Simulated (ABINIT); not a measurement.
## Beyond one shot: LiHF2 (C2/m)

Wanted: G0W0 and self-consistent gaps of LiHF2 (C2/m), with the cost of the cycles.

Program: ABINIT 10.8.3. Level of theory: PBEsol and many-body steps on it, plane waves. Results are calculated unless marked as measured.

This is a report of a sequence of runs, with most program output left out.

## (1) The starting structure

Symmetry: C2/m, No. 12, monoclinic system. The conventional cell has a = 5.095 Å, b = 3.070 Å, c = 4.903 Å, α = 90.00°, β = 121.02°, γ = 90.00°. Nearest to Li lie 6 F at 2.00 to 2.04 Å. Nearest to H lie 2 F at 1.14 Å. F has 1 H at 1.14 Å and 3 Li at 2.00 to 2.04 Å nearest. Farther neighbours and most contacts between anions are not listed.

The cell and positions are those that the Materials Project relaxed with its own functionals (PBE, PBE+U or r2SCAN), kept fixed.

## (2) Empty states on the mesh, 4×4×2 mesh, 34 bands

This step: ABINIT 10.8.3; DFT, PBEsol, plane waves, norm-conserving pseudopotentials.

The sums over transitions need many empty states on a uniform mesh; this step solves for them.

run.abi reads:

```
acell 3*1.0 Angstrom
rprim 
  2.547496000000 -1.534899000000 0.000000000000
  2.547496000000 1.534899000000 0.000000000000
  -2.526944000000 -0.000000000000 4.201520000000
ntypat 3
znucl 3 1 9
natom 4
typat 1 2 3 3
xred 
  0.000000000000 0.000000000000 0.000000000000
  0.000000000000 0.000000000000 0.500000000000
  0.209803000000 0.209803000000 0.750702000000
  0.790197000000 0.790197000000 0.249298000000
pp_dirpath "pseudos"
pseudos "Li.upf, H.upf, F.upf"
ecut 36
ngkpt 4 4 2
nshiftk 1
shiftk 0 0 0
kptopt 1
chksymbreak 0
iscf -2
irdden 1
istwfk *1
nband 34
nbdbuf 4
tolwfr 1e-09
nstep 60
prtvol 0
indata_prefix "in"
outdata_prefix "out"
tmpdata_prefix "tmp"
```

Command:

```sh
$ OMP_NUM_THREADS=1 mpirun -n 4 abinit run.abi > log
```

Wall time 5.9 s (4 MPI ranks of Arm Neoverse V1, shared host); peak memory 0.26 GiB; 23 s of CPU time.

Numbers from this step:

```yaml
gap: 8.408 eV
k_of_the_valence_top: 0, 0, 0.5
k_of_the_conduction_bottom: 0, 0, 0
least_direct_gap: 8.531 eV
k_points_computed: 14
lowest_point_of_the_top_converged_band_above_the_valence_top: 41.45 eV
```

On this mesh the gap is 8.408 eV.

The density comes from a self-consistent run that is not shown.

## (3) Screening, 4×4×2 mesh, 30 bands, screening to 106.1 eV

The RPA dielectric matrix is built and inverted for each q.

This step: RPA screening on PBEsol, plane waves, norm-conserving pseudopotentials.

run.abi: that of step 2 with these lines changed.

```diff
@@ -22,10 +22,11 @@
 chksymbreak 0
-iscf -2
-irdden 1
 istwfk *1
-nband 34
-nbdbuf 4
-tolwfr 1e-09
-nstep 60
-prtvol 0
+occopt 1
+irdwfk 1
+optdriver 3
+nband 30
+ecuteps 3.9
+inclvkb 2
+awtr 1
+symchi 1
 indata_prefix "in"
```

Wall time 6.1 s (4 MPI ranks); peak memory 0.46 GiB.

This step gave:

```yaml
eps_infinity_with_local_fields_on_this_mesh_along_the_program_s_q_direction: 2.048
the_same_without_local_fields: 2.139
plasma_frequency: 27.48 eV
plane_waves_in_the_screening_matrix: 89
```

Local fields lower ε∞ by 4 %. On a Γ-centred mesh this coarse the value itself is usually too large, while a short band sum pulls it down.

## (4) G0W0

The self-energy is evaluated for the states that the input lists, and the levels follow from it, in one-shot runs by the linearised quasiparticle equation.

This step: G0W0 on PBEsol, plane waves, norm-conserving pseudopotentials.

run.abi: that of step 3 with these lines changed.

```diff
@@ -25,8 +25,17 @@
 irdwfk 1
-optdriver 3
+optdriver 4
 nband 30
+gwcalctyp 0
+ecutsigx 36
+symsigma 1
+nkptgw 2
+kptgw 
+  0.0000000000 0.0000000000 0.5000000000
+  0.0000000000 0.0000000000 0.0000000000
+bdgw 
+  8 11
+  8 11
 ecuteps 3.9
-inclvkb 2
-awtr 1
-symchi 1
+irdscr 1
+ppmodel 1
 indata_prefix "in"
```

It took 2.9 s on 4 MPI ranks; peak memory 0.11 GiB.

Numbers from this step:

| Item | Value |
| --- | --- |
| G0W0 gap on the points computed | 12.64 eV |
| starting gap on the mesh | 8.408 eV |
| k of the valence top | 0, 0, 0 |
| k of the conduction bottom | 0, 0, 0 |
| Z at the valence top | 0.836 |
| Z at the conduction bottom | 0.899 |
| least direct G0W0 gap on the computed points | 12.64 eV |

The gap on the mesh goes from 8.41 eV to 12.64 eV, a correction of +4.23 eV.

## (5) evGW0, cycle 1

This step: evGW0 on PBEsol, plane waves, norm-conserving pseudopotentials.

run.abi: that of step 4 with these lines changed.

```diff
@@ -27,12 +27,36 @@
 nband 30
-gwcalctyp 0
+gwcalctyp 10
 ecutsigx 36
 symsigma 1
-nkptgw 2
+nkptgw 14
 kptgw 
+  0.0000000000 0.0000000000 0.0000000000
+  0.2500000000 0.0000000000 0.0000000000
+  0.5000000000 0.0000000000 0.0000000000
+  0.2500000000 0.2500000000 0.0000000000
+  0.5000000000 0.2500000000 0.0000000000
+  -0.2500000000 0.2500000000 0.0000000000
+  0.5000000000 0.5000000000 0.0000000000
   0.0000000000 0.0000000000 0.5000000000
-  0.0000000000 0.0000000000 0.0000000000
+  0.2500000000 0.0000000000 0.5000000000
+  0.5000000000 0.0000000000 0.5000000000
+  0.2500000000 0.2500000000 0.5000000000
+  0.5000000000 0.2500000000 0.5000000000
+  -0.2500000000 0.2500000000 0.5000000000
+  0.5000000000 0.5000000000 0.5000000000
 bdgw 
-  8 11
-  8 11
+  1 13
+  1 13
+  1 13
+  1 13
+  1 13
+  1 13
+  1 13
+  1 13
+  1 13
+  1 13
+  1 13
+  1 13
+  1 13
+  1 13
 ecuteps 3.9
```

The job ended after 24 s (4 MPI ranks; peak memory 0.91 GiB; 95 s of CPU time).

This step gave:

- quasiparticle gap on the mesh: 13.28 eV
- gap of the density functional on the mesh: 8.408 eV
- k of the valence top: 0, 0, 0
- k of the conduction bottom: 0, 0, 0
- Z at the valence top: 0.836
- Z at the conduction bottom: 0.899
- least direct quasiparticle gap on the computed points: 13.28 eV

Against G0W0 in ABINIT (4×4×2 mesh, 30 bands, screening to 106.1 eV, Godby-Needs plasmon pole), the gap moves by +0.644 eV. This first cycle still uses the starting levels; it takes the full correction, at all points of the mesh, and its linearised value is 12.639 eV.

## (6) evGW0, cycle 2

The corrected levels of the last cycle go back in.

run.abi: that of step 5 with these lines changed.

```diff
@@ -64,2 +64,3 @@
 ppmodel 1
+irdqps 1
 indata_prefix "in"
```

Elapsed: 24 s, on 4 MPI ranks; peak memory 0.91 GiB.

This step gave:

```
quasiparticle gap on the mesh                         : 13.24 eV
gap of the density functional on the mesh             : 8.408 eV
k of the valence top                                  : 0, 0, 0
k of the conduction bottom                            : 0, 0, 0
least direct quasiparticle gap on the computed points : 13.24 eV
```

Against the cycle before, the gap moves by −0.046 eV.

## (7) evGW0, cycle 3

run.abi is that of step 6.

Elapsed: 24 s, on 4 MPI ranks; peak memory 0.91 GiB; 95 s of CPU time.

Numbers from this step:

```yaml
quasiparticle_gap_on_the_mesh: 13.23 eV
gap_of_the_density_functional_on_the_mesh: 8.408 eV
k_of_the_valence_top: 0, 0, 0
k_of_the_conduction_bottom: 0, 0, 0
least_direct_quasiparticle_gap_on_the_computed_points: 13.23 eV
```

Against the cycle before, the gap moves by −0.008 eV.

## (8) Screening, 4×4×2 mesh, 30 bands, screening to 106.1 eV

This step: RPA screening on PBEsol, plane waves, norm-conserving pseudopotentials.

run.abi reads:

```
acell 3*1.0 Angstrom
rprim 
  2.547496000000 -1.534899000000 0.000000000000
  2.547496000000 1.534899000000 0.000000000000
  -2.526944000000 -0.000000000000 4.201520000000
ntypat 3
znucl 3 1 9
natom 4
typat 1 2 3 3
xred 
  0.000000000000 0.000000000000 0.000000000000
  0.000000000000 0.000000000000 0.500000000000
  0.209803000000 0.209803000000 0.750702000000
  0.790197000000 0.790197000000 0.249298000000
pp_dirpath "pseudos"
pseudos "Li.upf, H.upf, F.upf"
ecut 36
ngkpt 4 4 2
nshiftk 1
shiftk 0 0 0
kptopt 1
chksymbreak 0
istwfk *1
occopt 1
irdwfk 1
optdriver 3
nband 30
ecuteps 3.9
inclvkb 2
awtr 1
symchi 1
gwcalctyp 10
mbpt_sciss 5.347 eV
nqptdm 1
qptdm 
  0 0 0
indata_prefix "in"
outdata_prefix "out"
tmpdata_prefix "tmp"
```

It took 3.1 s on 4 MPI ranks; peak memory 0.23 GiB.

This step gave:

- ε∞ with local fields, on this mesh, along the program's q direction: 1.798
- the same without local fields: 1.855
- plasma frequency: 27.48 eV
- plane waves in the screening matrix: 89

This screening uses the functional's bands under a rigid shift, the mean opening of the cycle before.

## (9) Screening, 4×4×2 mesh, 30 bands, screening to 106.1 eV

This step: RPA screening on PBEsol from quasiparticle energies, plane waves, norm-conserving pseudopotentials.

run.abi: that of step 8 with these lines changed.

```diff
@@ -31,7 +31,19 @@
 symchi 1
+irdqps 1
 gwcalctyp 10
-mbpt_sciss 5.347 eV
-nqptdm 1
+nqptdm 13
 qptdm 
-  0 0 0
+  0.2500000000 0.0000000000 0.0000000000
+  0.5000000000 0.0000000000 0.0000000000
+  0.2500000000 0.2500000000 0.0000000000
+  0.5000000000 0.2500000000 0.0000000000
+  -0.2500000000 0.2500000000 0.0000000000
+  0.5000000000 0.5000000000 0.0000000000
+  0.0000000000 0.0000000000 0.5000000000
+  0.2500000000 0.0000000000 0.5000000000
+  0.5000000000 0.0000000000 0.5000000000
+  0.2500000000 0.2500000000 0.5000000000
+  0.5000000000 0.2500000000 0.5000000000
+  -0.2500000000 0.2500000000 0.5000000000
+  0.5000000000 0.5000000000 0.5000000000
 indata_prefix "in"
```

mrgscr.stdin reads:

```
2
merged
q0_SCR
out_SCR
1
```

Command:

```sh
$ OMP_NUM_THREADS=1 mpirun -n 4 abinit run.abi > log; mrgscr < mrgscr.stdin
```

Wall time 5.4 s (4 MPI ranks); peak memory 0.41 GiB; 21 s of CPU time.

This step gave:

| Quantity | Value |
| --- | --- |
| plasma frequency | 27.48 eV |
| plane waves in the screening matrix | 89 |

This screening reads the quasiparticle levels of the cycle before.

## (10) evGW, cycle 1

This step: evGW on PBEsol, plane waves, norm-conserving pseudopotentials.

run.abi: that of step 9 with these lines changed.

```diff
@@ -25,12 +25,10 @@
 irdwfk 1
-optdriver 3
+optdriver 4
 nband 30
-ecuteps 3.9
-inclvkb 2
-awtr 1
-symchi 1
-irdqps 1
 gwcalctyp 10
-nqptdm 13
-qptdm 
+ecutsigx 36
+symsigma 1
+nkptgw 14
+kptgw 
+  0.0000000000 0.0000000000 0.0000000000
   0.2500000000 0.0000000000 0.0000000000
@@ -48,2 +46,21 @@
   0.5000000000 0.5000000000 0.5000000000
+bdgw 
+  1 13
+  1 13
+  1 13
+  1 13
+  1 13
+  1 13
+  1 13
+  1 13
+  1 13
+  1 13
+  1 13
+  1 13
+  1 13
+  1 13
+ecuteps 3.9
+irdscr 1
+ppmodel 1
+irdqps 1
 indata_prefix "in"
```

Command:

```sh
$ OMP_NUM_THREADS=1 mpirun -n 4 abinit run.abi > log
```

Wall time 24 s (4 MPI ranks); peak memory 0.91 GiB; 94 s of CPU time.

Numbers from this step:

| Property | Result |
| --- | --- |
| quasiparticle gap on the mesh | 14.06 eV |
| gap of the density functional on the mesh | 8.408 eV |
| k of the valence top | 0, 0, 0 |
| k of the conduction bottom | 0, 0, 0 |
| least direct quasiparticle gap on the computed points | 14.06 eV |

Against G0W0 in ABINIT (4×4×2 mesh, 30 bands, screening to 106.1 eV, Godby-Needs plasmon pole), the gap moves by +1.423 eV.

## (11) Screening, 4×4×2 mesh, 30 bands, screening to 106.1 eV

This step: RPA screening on PBEsol, plane waves, norm-conserving pseudopotentials.

run.abi reads:

```
acell 3*1.0 Angstrom
rprim 
  2.547496000000 -1.534899000000 0.000000000000
  2.547496000000 1.534899000000 0.000000000000
  -2.526944000000 -0.000000000000 4.201520000000
ntypat 3
znucl 3 1 9
natom 4
typat 1 2 3 3
xred 
  0.000000000000 0.000000000000 0.000000000000
  0.000000000000 0.000000000000 0.500000000000
  0.209803000000 0.209803000000 0.750702000000
  0.790197000000 0.790197000000 0.249298000000
pp_dirpath "pseudos"
pseudos "Li.upf, H.upf, F.upf"
ecut 36
ngkpt 4 4 2
nshiftk 1
shiftk 0 0 0
kptopt 1
chksymbreak 0
istwfk *1
occopt 1
irdwfk 1
optdriver 3
nband 30
ecuteps 3.9
inclvkb 2
awtr 1
symchi 1
gwcalctyp 10
mbpt_sciss 6.239 eV
nqptdm 1
qptdm 
  0 0 0
indata_prefix "in"
outdata_prefix "out"
tmpdata_prefix "tmp"
```

The job ended after 3.1 s (4 MPI ranks; peak memory 0.24 GiB).

This step gave:

* ε∞ with local fields, on this mesh, along the program's q direction: 1.768
* the same without local fields: 1.822
* plasma frequency: 27.48 eV
* plane waves in the screening matrix: 89

This screening uses the functional's bands under a rigid shift, the mean opening of the cycle before.

## (12) Screening, 4×4×2 mesh, 30 bands, screening to 106.1 eV

This step: RPA screening on PBEsol from quasiparticle energies, plane waves, norm-conserving pseudopotentials.

run.abi: that of step 11 with these lines changed.

```diff
@@ -31,7 +31,19 @@
 symchi 1
+irdqps 1
 gwcalctyp 10
-mbpt_sciss 6.239 eV
-nqptdm 1
+nqptdm 13
 qptdm 
-  0 0 0
+  0.2500000000 0.0000000000 0.0000000000
+  0.5000000000 0.0000000000 0.0000000000
+  0.2500000000 0.2500000000 0.0000000000
+  0.5000000000 0.2500000000 0.0000000000
+  -0.2500000000 0.2500000000 0.0000000000
+  0.5000000000 0.5000000000 0.0000000000
+  0.0000000000 0.0000000000 0.5000000000
+  0.2500000000 0.0000000000 0.5000000000
+  0.5000000000 0.0000000000 0.5000000000
+  0.2500000000 0.2500000000 0.5000000000
+  0.5000000000 0.2500000000 0.5000000000
+  -0.2500000000 0.2500000000 0.5000000000
+  0.5000000000 0.5000000000 0.5000000000
 indata_prefix "in"
```

mrgscr.stdin is that of step 9.

Command:

```sh
$ OMP_NUM_THREADS=1 mpirun -n 4 abinit run.abi > log; mrgscr < mrgscr.stdin
```

Wall time 5.3 s (4 MPI ranks); peak memory 0.41 GiB; 21 s of CPU time.

Numbers from this step:

| Item | Value |
| --- | --- |
| plasma frequency | 27.48 eV |
| plane waves in the screening matrix | 89 |

This screening reads the quasiparticle levels of the cycle before.

## (13) evGW, cycle 2

This step: evGW on PBEsol, plane waves, norm-conserving pseudopotentials.

run.abi: that of step 12 with these lines changed.

```diff
@@ -25,12 +25,10 @@
 irdwfk 1
-optdriver 3
+optdriver 4
 nband 30
-ecuteps 3.9
-inclvkb 2
-awtr 1
-symchi 1
-irdqps 1
 gwcalctyp 10
-nqptdm 13
-qptdm 
+ecutsigx 36
+symsigma 1
+nkptgw 14
+kptgw 
+  0.0000000000 0.0000000000 0.0000000000
   0.2500000000 0.0000000000 0.0000000000
@@ -48,2 +46,21 @@
   0.5000000000 0.5000000000 0.5000000000
+bdgw 
+  1 13
+  1 13
+  1 13
+  1 13
+  1 13
+  1 13
+  1 13
+  1 13
+  1 13
+  1 13
+  1 13
+  1 13
+  1 13
+  1 13
+ecuteps 3.9
+irdscr 1
+ppmodel 1
+irdqps 1
 indata_prefix "in"
```

Command:

```sh
$ OMP_NUM_THREADS=1 mpirun -n 4 abinit run.abi > log
```

Run time: 24 s. Hardware: 4 MPI ranks; peak memory 0.91 GiB.

Numbers from this step:

| Item | Value |
| --- | --- |
| quasiparticle gap on the mesh | 14.17 eV |
| gap of the density functional on the mesh | 8.408 eV |
| k of the valence top | 0, 0, 0 |
| k of the conduction bottom | 0, 0, 0 |
| least direct quasiparticle gap on the computed points | 14.17 eV |

Against the cycle before, the gap moves by +0.108 eV.

## (14) Screening, 4×4×2 mesh, 30 bands, screening to 106.1 eV

This step: RPA screening on PBEsol, plane waves, norm-conserving pseudopotentials.

run.abi reads:

```
acell 3*1.0 Angstrom
rprim 
  2.547496000000 -1.534899000000 0.000000000000
  2.547496000000 1.534899000000 0.000000000000
  -2.526944000000 -0.000000000000 4.201520000000
ntypat 3
znucl 3 1 9
natom 4
typat 1 2 3 3
xred 
  0.000000000000 0.000000000000 0.000000000000
  0.000000000000 0.000000000000 0.500000000000
  0.209803000000 0.209803000000 0.750702000000
  0.790197000000 0.790197000000 0.249298000000
pp_dirpath "pseudos"
pseudos "Li.upf, H.upf, F.upf"
ecut 36
ngkpt 4 4 2
nshiftk 1
shiftk 0 0 0
kptopt 1
chksymbreak 0
istwfk *1
occopt 1
irdwfk 1
optdriver 3
nband 30
ecuteps 3.9
inclvkb 2
awtr 1
symchi 1
gwcalctyp 10
mbpt_sciss 6.349 eV
nqptdm 1
qptdm 
  0 0 0
indata_prefix "in"
outdata_prefix "out"
tmpdata_prefix "tmp"
```

Run time: 3.1 s. Hardware: 4 MPI ranks; peak memory 0.24 GiB.

This step gave:

```yaml
eps_infinity_with_local_fields_on_this_mesh_along_the_program_s_q_direction: 1.764
the_same_without_local_fields: 1.818
plasma_frequency: 27.48 eV
plane_waves_in_the_screening_matrix: 89
```

This screening uses the functional's bands under a rigid shift, the mean opening of the cycle before.

## (15) Screening, 4×4×2 mesh, 30 bands, screening to 106.1 eV

This step: RPA screening on PBEsol from quasiparticle energies, plane waves, norm-conserving pseudopotentials.

run.abi: that of step 14 with these lines changed.

```diff
@@ -31,7 +31,19 @@
 symchi 1
+irdqps 1
 gwcalctyp 10
-mbpt_sciss 6.349 eV
-nqptdm 1
+nqptdm 13
 qptdm 
-  0 0 0
+  0.2500000000 0.0000000000 0.0000000000
+  0.5000000000 0.0000000000 0.0000000000
+  0.2500000000 0.2500000000 0.0000000000
+  0.5000000000 0.2500000000 0.0000000000
+  -0.2500000000 0.2500000000 0.0000000000
+  0.5000000000 0.5000000000 0.0000000000
+  0.0000000000 0.0000000000 0.5000000000
+  0.2500000000 0.0000000000 0.5000000000
+  0.5000000000 0.0000000000 0.5000000000
+  0.2500000000 0.2500000000 0.5000000000
+  0.5000000000 0.2500000000 0.5000000000
+  -0.2500000000 0.2500000000 0.5000000000
+  0.5000000000 0.5000000000 0.5000000000
 indata_prefix "in"
```

mrgscr.stdin is that of step 12.

Command:

```sh
$ OMP_NUM_THREADS=1 mpirun -n 4 abinit run.abi > log; mrgscr < mrgscr.stdin
```

It took 5.3 s on 4 MPI ranks; peak memory 0.41 GiB; 21 s of CPU time.

This step gave:

```
plasma frequency                    : 27.48 eV
plane waves in the screening matrix : 89
```

This screening reads the quasiparticle levels of the cycle before.

(Part 1 of 2 ends here.)

[Paths, hosts, dates, memory and timing lines, banners, echoed tables and standing remarks are left out of the program output.]

[Logs are printed without paths, hosts, clocks, repeated set-up lines and the standing remarks that a program may print on its own settings, such as how far it seeks lower states.]

[Runs of the session that timed out or met a known fault of the program may be left out.]

[Hosts, paths, dates, database ids (printed as entryN), source tags and the programs' standing remarks are cut or masked in the printed files.]

[G0W0 gaps are taken among the corrected bands and points alone; a level outside them can change the order at an edge.]

[Where Ansatz stands beside ABINIT at settings called matched, ABINIT's density can come from a denser mesh and the files from another edition; pairs whose starting gaps differed by over 0.03 eV were left out, so agreement reads better than it is.]
